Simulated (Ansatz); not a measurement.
# How Pt (Fm-3m) expands on warming, part 2 of 2

Wanted: α(T), C_P(T) and B(T) of Pt in the quasi-harmonic approximation.

Ansatz 0.2.0; DFT PBEsol, scalar-relativistic, plane waves, PAW; PAW set soft_1.

So far. Step 2 (Probe on a coarse mesh): The start is under -1.4 GPa at this level and looks like a metal on this mesh. Step 4 (Relaxing to small residual forces and stress): The residual pressure is 3.1e-4 GPa, small enough for phonons. The relaxed cell has a = 3.918 Å (conventional setting).

### 5. The quasi-harmonic study

The study relaxes the crystal at several strains, solves the phonons on some of them and minimises the free energy at each temperature (static energy, vibrations, the electrons in a metal, and PV under a set pressure); the q-mesh sets how far the force constants reach.

The input, input.yaml:

```yaml
crystal:
  lattice:
    - [0.0, 1.9588329721, 1.9588329721]
    - [1.9588329721, 0.0, 1.9588329721]
    - [1.9588329721, 1.9588329721, 0.0]
  atoms:
    - { symbol: Pt, position: [0.0, 0.0, 0.0] }
kpoints:
  mp_grid: { grid: [20, 20, 20] }
hamiltonian:
  xc: pbesol
  pseudopotentials: { kind: paw, azcp: { folder: soft_1 }, xc_functional: pbe }
scf:
  occupations: { method: methfessel_paxton, width: 0.2 }
  lower_state_search: "off"
output:
  eigenvalues: true
phonons:
  method: dfpt
  qmesh: [4, 4, 4]
  temperatures: { t_max: 1200.0, t_step: 50 }
  thermal_expansion: {}
```

Started as:

```bash
> ansatz run input.yaml --threads 8 --pin off --max-ram 16384MiB --backend cpu --events-out ev --progress --plain --runs-dir out
```

Numbers of over 12 decimals in the logs are rounded to 6 here.

Output:

```text
[...]
Crystal: 1 atoms, lattice volume = 15.032 Å³
Basis set: ecut = 487.2 eV, 339 PW (Γ), exchange–correlation on 40×40×40 points (8 copies of the dense FFT grid, shifted against one another)
Bands: 13, of which v1, the nominal top of the filled ones, is band 9 counted from 1 (8 counted from 0)
Symmetry: 48 space group operations
[...]
k-points: 256 of 8000
[...]
SCF iter   1: F=—  HF=-12385.800371 eV  |F-HF|=—  |Δ(HF+E_count)|=         —  Δρ=9.28e-2  dr2=1.23e0  ethr=3.10e-3  ⟨swp⟩=5.0  Hψ=16559  notcnv=0
[...]
SCF iter   7: F=-12385.387641 eV  HF=-12385.387641 eV  |F-HF|=5.46e-12  |Δ(HF+E_count)|=  5.69e-10  S|Δr|=    0.00e0  Δρ=3.18e-7  dr2=3.63e-12  ethr=1.00e-12  ⟨swp⟩=4.0  Hψ=16444  notcnv=0
SCF 1 converged in 7 iterations: F = -12385.387641 eV  dr2 = 3.63e-12
[...]
relax step   1: F+E_penalty+E_count = -12385.38764114 eV  Δ(F+E_penalty+E_count) = +0.000e0 eV  max|allowed force component| = 0.000e0 eV/Å  Δτ_max = 0.0000 Å  (7 SCF iters, accepted)
SCF converged after 7 iterations
[...]
Free energy (F): -12385.387641 eV
[...]
Internal energy: -12385.386501 eV  (E = F + TS)
E sigma→0 (E₀):  -12385.387356 eV
Entropy (-TS):   -0.001140 eV (-1.140 meV/atom)
Fermi energy:    23.332646 eV
[...]
--- Stress (GPa, compression-positive) ---
       -0.030878       0.000000       0.000000
        0.000000      -0.030878       0.000000
       -0.000000       0.000000      -0.030878
  P = ⅓ Tr σ = -0.0309 GPa (-0.309 kbar)
--- Band table (eV; the first three rows and the last of 256) ---
  k-point 0: bands = [... 5 lower, 19.4902, 19.4902, 19.4902, 21.6866, 21.6866, 37.8912, 42.8374, 42.8374]
  k-point 1: bands = [... 5 lower, 19.4439, 19.5314, 19.5314, 21.6631, 21.6631, 38.0493, 42.2821, 42.9917]
  k-point 2: bands = [... 5 lower, 19.3211, 19.6424, 19.6424, 21.6085, 21.6085, 38.4893, 41.0737, 43.4428]
  k-point 255: bands = [... 5 lower, 18.7110, 18.7110, 21.2996, 23.8313, 30.4106, 31.5752, 31.5752, 35.3622]
── thermal expansion: 3 new cells, 3 in all ──
thermal expansion: relaxation of cell 2
thermal expansion: relaxation of cell 3
── thermal expansion: 2 new cells, 5 in all ──
thermal expansion: relaxation of cell 4
thermal expansion: electrons of cell 4
thermal expansion: phonons of cell 4
thermal expansion: relaxation of cell 5
thermal expansion: electrons of cell 1
thermal expansion: electrons of cell 2
thermal expansion: electrons of cell 3
thermal expansion: electrons of cell 5
thermal expansion: phonons of cell 5
── thermal expansion: 5 new cells, 10 in all ──
thermal expansion: relaxation of cell 6
thermal expansion: relaxation of cell 7
thermal expansion: relaxation of cell 8
thermal expansion: relaxation of cell 9
thermal expansion: relaxation of cell 10
thermal expansion: electrons of cell 6
thermal expansion: electrons of cell 7
thermal expansion: electrons of cell 8
thermal expansion: electrons of cell 9
thermal expansion: electrons of cell 10
thermal expansion: phonons of cell 6
thermal expansion: phonons of cell 7
--- Relaxed structure (1 steps of the walk, 1 accepted, 0 SCFs on fresh bases) ---
  F+E_penalty+E_count = -12385.38764114 eV   max|allowed force component| = 0.000e0 eV/Å
  atoms:
    - { symbol: Pt, position: [0.0, 0.0, 0.0] }
--- Thermal expansion: 10 cells in 3 rounds, 0 GPa ---
  no lower state was looked for at cell 4: scf.lower_state_search: off
  without vibrations: a 2.76997, b 2.76997, c 2.76997 Å, V 15.0282 Å³, B 288.23 GPa
  at 0 K: a 2.77210, b 2.77210, c 2.77210 Å, V 15.0629 Å³, B 285.70 GPa
  zero-point expansion: a +0.077, b +0.077, c +0.077, V +0.231 %
      T/K        a/Å        b/Å        c/Å       V/Å³ | expansion of a, b, c, V (1e-6/K)   | that of V in the mean from 25 °C | C_P, C_V (J/mol K of the cell) | B_T, B_S (GPa)
     0.00    2.77210    2.77210    2.77210    15.0629 |    0.00    0.00    0.00    0.00 |   20.91 |     0.000     0.000 |   285.70   285.70
   150.00    2.77418    2.77418    2.77418    15.0969 |    8.29    8.29    8.29   24.87 |   26.95 |    23.079    22.843 |   280.29   283.19
   298.15    2.77788    2.77788    2.77788    15.1575 |    9.49    9.49    9.49   28.48 |       - |    26.125    25.523 |   272.31   278.72
   400.00    2.78064    2.78064    2.78064    15.2026 |    9.96    9.96    9.96   29.88 |   29.25 |    27.111    26.239 |   266.53   275.38
   550.00    2.78492    2.78492    2.78492    15.2730 |   10.57   10.57   10.57   31.70 |   30.27 |    28.238    26.928 |   257.65   270.18
   700.00    2.78947    2.78947    2.78947    15.3479 |   11.18   11.18   11.18   33.54 |   31.27 |    29.229    27.422 |   248.31   264.67
   850.00    2.79428    2.79428    2.79428    15.4275 |   11.83   11.83   11.83   35.50 |   32.29 |    30.178    27.805 |   238.49   258.85
  1000.00    2.79940    2.79940    2.79940    15.5124 |   12.55   12.55   12.55   37.66 |   33.36 |    31.136    28.112 |   228.16   252.71
  1150.00    2.80484    2.80484    2.80484    15.6031 |   13.37   13.37   13.37   40.12 |   34.51 |    32.144    28.364 |   217.29   246.24
  1200.00    2.80674    2.80674    2.80674    15.6348 |   13.67   13.67   13.67   41.02 |   34.92 |    32.499    28.439 |   213.53   244.01
  the static fit leaves 0.002 meV an atom of the energies and, of the stresses, 0.000 GPa of each cell's largest along a strain (root mean squares over the cells), whose Pulay part it has at -0.037 GPa
  vibrations' free energy: its fit passes through its cells
  the electrons' free energy at temperature is in it; its fit leaves 0.0003 meV an atom at the most
  free energies summed between the sampled wave vectors
  estimated error of the fitted expansion in any direction: up to 0.023e-6/K, at 1200 K, with few degrees of freedom (an estimate, not a bound: it was exceeded on models of known expansion)
  by sums over the sampled wave vectors an expansion of the volume parts by up to 2.08e-6/K
  by a static energy of one degree less an expansion of the volume parts by up to 0.10e-6/K
  the FFT grids of the static calculations differ: 20 × 20 × 20, 24 × 24 × 24
```

Wall time 8.4 min (8 threads of Arm Neoverse V2, shared host); peak memory 4.2 GiB.

This step gave:

- pressure: -0.03088 GPa
- volume expansion coefficient at 298 K: 28.48 1e-6/K
- C_P at 298 K: 26.12 J/mol-atom/K
- entropy at 298 K: 42.28 J/mol-atom/K
- isothermal bulk modulus at 298 K: 272.3 GPa
- Grüneisen parameter at 298 K: 2.774
- volume at 298 K: 15.16 Å³/atom
- principal linear expansion coefficients at 298 K: 9.495, 9.495, 9.495 1e-6/K

Strained cells of the study; zero-point energy where phonons were solved; the pressures are stresses at a fixed cutoff and can carry an offset from the finite basis. Expansion cells, by row:

```tsv
cell	|a| (Å)	|b| (Å)	|c| (Å)	V (Å³/atom)	E - E_lowest (meV/atom)	pressure, compression positive (GPa)	gap (eV)	zero-point energy (meV/atom)
1	2.77	2.77	2.77	15.03	0	-0.068	-	-
2	2.792	2.792	2.792	15.4	7.58	-6.517	-	-
3	2.748	2.748	2.748	14.68	7.856	7.263	-	-
4	2.77	2.77	2.77	15.04	0.002	-0.13	-	22.69
5	2.784	2.784	2.784	15.26	3.102	-4.26	-	21.77
6	2.802	2.802	2.802	15.55	14.93	-8.94	-	20.62
7	2.817	2.817	2.817	15.81	32.74	-12.76	-	19.6
8	2.743	2.743	2.743	14.59	12.24	9.186	-	-
9	2.757	2.757	2.757	14.81	2.944	4.346	-	-
10	2.84	2.84	2.84	16.19	69.05	-17.58	-	-
```

Quasi-harmonic; a, b, c are the run's own cell vectors. Expansion, by row:

```tsv
T (K)	a (Å)	b (Å)	c (Å)	alpha (deg)	beta (deg)	gamma (deg)	cell volume (Å³/cell)	alpha_a (1e-6/K)	alpha_b (1e-6/K)	alpha_c (1e-6/K)	alpha_V (1e-6/K)	C_P (J/mol-atom/K)	C_V (J/mol-atom/K)	S (J/mol-atom/K)	B_T (GPa)	B_S (GPa)	Grueneisen	extrapolation	fit error (1e-6/K)
0	2.772	2.772	2.772	60	60	60	15.06	0	0	0	0	0	0	0	285.7	285.7	-	0	0
50	2.772	2.772	2.772	60	60	60	15.07	3.94	3.94	3.94	11.81	10.88	10.86	5.667	285	285.5	2.812	0	0
100	2.773	2.773	2.773	60	60	60	15.08	7.12	7.12	7.12	21.36	19.85	19.74	16.51	282.8	284.5	2.78	0	0
150	2.774	2.774	2.774	60	60	60	15.1	8.29	8.29	8.29	24.87	23.08	22.84	25.27	280.3	283.2	2.774	0	0
200	2.775	2.775	2.775	60	60	60	15.12	8.86	8.86	8.86	26.58	24.59	24.23	32.14	277.7	281.8	2.773	0	0.01
250	2.777	2.777	2.777	60	60	60	15.14	9.23	9.23	9.23	27.68	25.5	25.02	37.73	275	280.2	2.773	0	0.01
298.1	2.778	2.778	2.778	60	60	60	15.16	9.49	9.49	9.49	28.48	26.12	25.52	42.28	272.3	278.7	2.774	0	0.01
300	2.778	2.778	2.778	60	60	60	15.16	9.5	9.5	9.5	28.51	26.15	25.54	42.44	272.2	278.7	2.774	0	0.01
350	2.779	2.779	2.779	60	60	60	15.18	9.74	9.74	9.74	29.23	26.66	25.93	46.51	269.4	277	2.776	0	0.01
400	2.781	2.781	2.781	60	60	60	15.2	9.96	9.96	9.96	29.88	27.11	26.24	50.1	266.5	275.4	2.779	0	0.01
450	2.782	2.782	2.782	60	60	60	15.23	10.17	10.17	10.17	30.5	27.51	26.5	53.31	263.6	273.7	2.782	0	0.01
500	2.783	2.783	2.783	60	60	60	15.25	10.37	10.37	10.37	31.1	27.89	26.73	56.23	260.7	271.9	2.786	0	0.01
550	2.785	2.785	2.785	60	60	60	15.27	10.57	10.57	10.57	31.7	28.24	26.93	58.91	257.6	270.2	2.79	0	0.01
600	2.786	2.786	2.786	60	60	60	15.3	10.77	10.77	10.77	32.31	28.58	27.11	61.38	254.6	268.4	2.795	0	0.01
650	2.788	2.788	2.788	60	60	60	15.32	10.97	10.97	10.97	32.92	28.91	27.27	63.68	251.5	266.5	2.801	0	0.01
700	2.789	2.789	2.789	60	60	60	15.35	11.18	11.18	11.18	33.54	29.23	27.42	65.83	248.3	264.7	2.807	0	0.01
750	2.791	2.791	2.791	60	60	60	15.37	11.39	11.39	11.39	34.17	29.55	27.56	67.86	245.1	262.8	2.814	0	0.01
800	2.793	2.793	2.793	60	60	60	15.4	11.61	11.61	11.61	34.82	29.86	27.69	69.78	241.8	260.8	2.821	0	0.02
850	2.794	2.794	2.794	60	60	60	15.43	11.83	11.83	11.83	35.5	30.18	27.8	71.6	238.5	258.9	2.829	0	0.02
900	2.796	2.796	2.796	60	60	60	15.46	12.06	12.06	12.06	36.19	30.49	27.91	73.33	235.1	256.8	2.837	0	0.02
950	2.798	2.798	2.798	60	60	60	15.48	12.3	12.3	12.3	36.91	30.81	28.02	74.99	231.7	254.8	2.846	0	0.02
1000	2.799	2.799	2.799	60	60	60	15.51	12.55	12.55	12.55	37.66	31.14	28.11	76.58	228.2	252.7	2.856	0	0.02
1050	2.801	2.801	2.801	60	60	60	15.54	12.82	12.82	12.82	38.45	31.46	28.2	78.11	224.6	250.6	2.866	0	0.02
1100	2.803	2.803	2.803	60	60	60	15.57	13.09	13.09	13.09	39.26	31.8	28.29	79.58	221	248.4	2.877	0	0.01
1150	2.805	2.805	2.805	60	60	60	15.6	13.37	13.37	13.37	40.12	32.14	28.36	81	217.3	246.2	2.888	0	0.01
1200	2.807	2.807	2.807	60	60	60	15.63	13.67	13.67	13.67	41.02	32.5	28.44	82.37	213.5	244	2.9	0	0.02
```

Table of expansion coefficient by temperature; values in 1e-6/K:

```tsv
temperature (K)	volume	principal 1
0	0	0
50	11.8	3.94
100	21.4	7.12
150	24.9	8.29
200	26.6	8.86
250	27.7	9.23
298	28.5	9.49
300	28.5	9.5
350	29.2	9.74
400	29.9	9.96
450	30.5	10.2
500	31.1	10.4
550	31.7	10.6
600	32.3	10.8
650	32.9	11.0
700	33.5	11.2
750	34.2	11.4
800	34.8	11.6
850	35.5	11.8
900	36.2	12.1
950	36.9	12.3
1000	37.7	12.6
1050	38.5	12.8
1100	39.3	13.1
1150	40.1	13.4
1200	41.0	13.7
```

At 298 K the volume expansion is 28.5 × 10⁻⁶/K and B_T is 272 GPa. The program raised the cutoff to 487.2 eV by itself: with no cutoff typed, the study takes about 1.16 times the default for its relaxations and scales it with the volume for the phonons.

### 6. Results

| Quantity | Value |
| --- | --- |
| settings of these figures | PBEsol, 487.2 eV, k 20×20×20, q 4×4×4 |
| volume expansion coefficient at 298 K | 28.48 1e-6/K |
| C_P at 298 K | 26.12 J/mol-atom/K |
| entropy at 298 K | 42.28 J/mol-atom/K |
| isothermal bulk modulus at 298 K | 272.3 GPa |
| Grüneisen parameter at 298 K | 2.774 |
| volume at 298 K | 15.16 Å³/atom |
| principal linear expansion coefficients at 298 K | 9.495, 9.495, 9.495 1e-6/K |

**Reading.** Near room temperature Pt expands by 28.5 × 10⁻⁶/K in volume by PBEsol, with C_P = 26.1 J/(mol K) per mole of atoms and B_T = 272 GPa. C_P at room temperature is 105 % of the classical 3R an atom; C_V is 102 %, and the rest is expansion work. In this metal the study includes the electrons' free energy, which adds a term that grows with temperature, so the heat capacities need not level off at 3R. The PAW files were made for PBE and are used here under another functional, for which the program regenerates the frozen cores.

[Logs are printed without paths, hosts, clocks, repeated set-up lines and the standing remarks that a program may print on its own settings, such as how far it seeks lower states.]

[Hosts, paths, dates, database ids (printed as entryN), source tags and the programs' standing remarks are cut or masked in the printed files.]

[A step with changed settings may run another functional than the one named; its input shows which.]
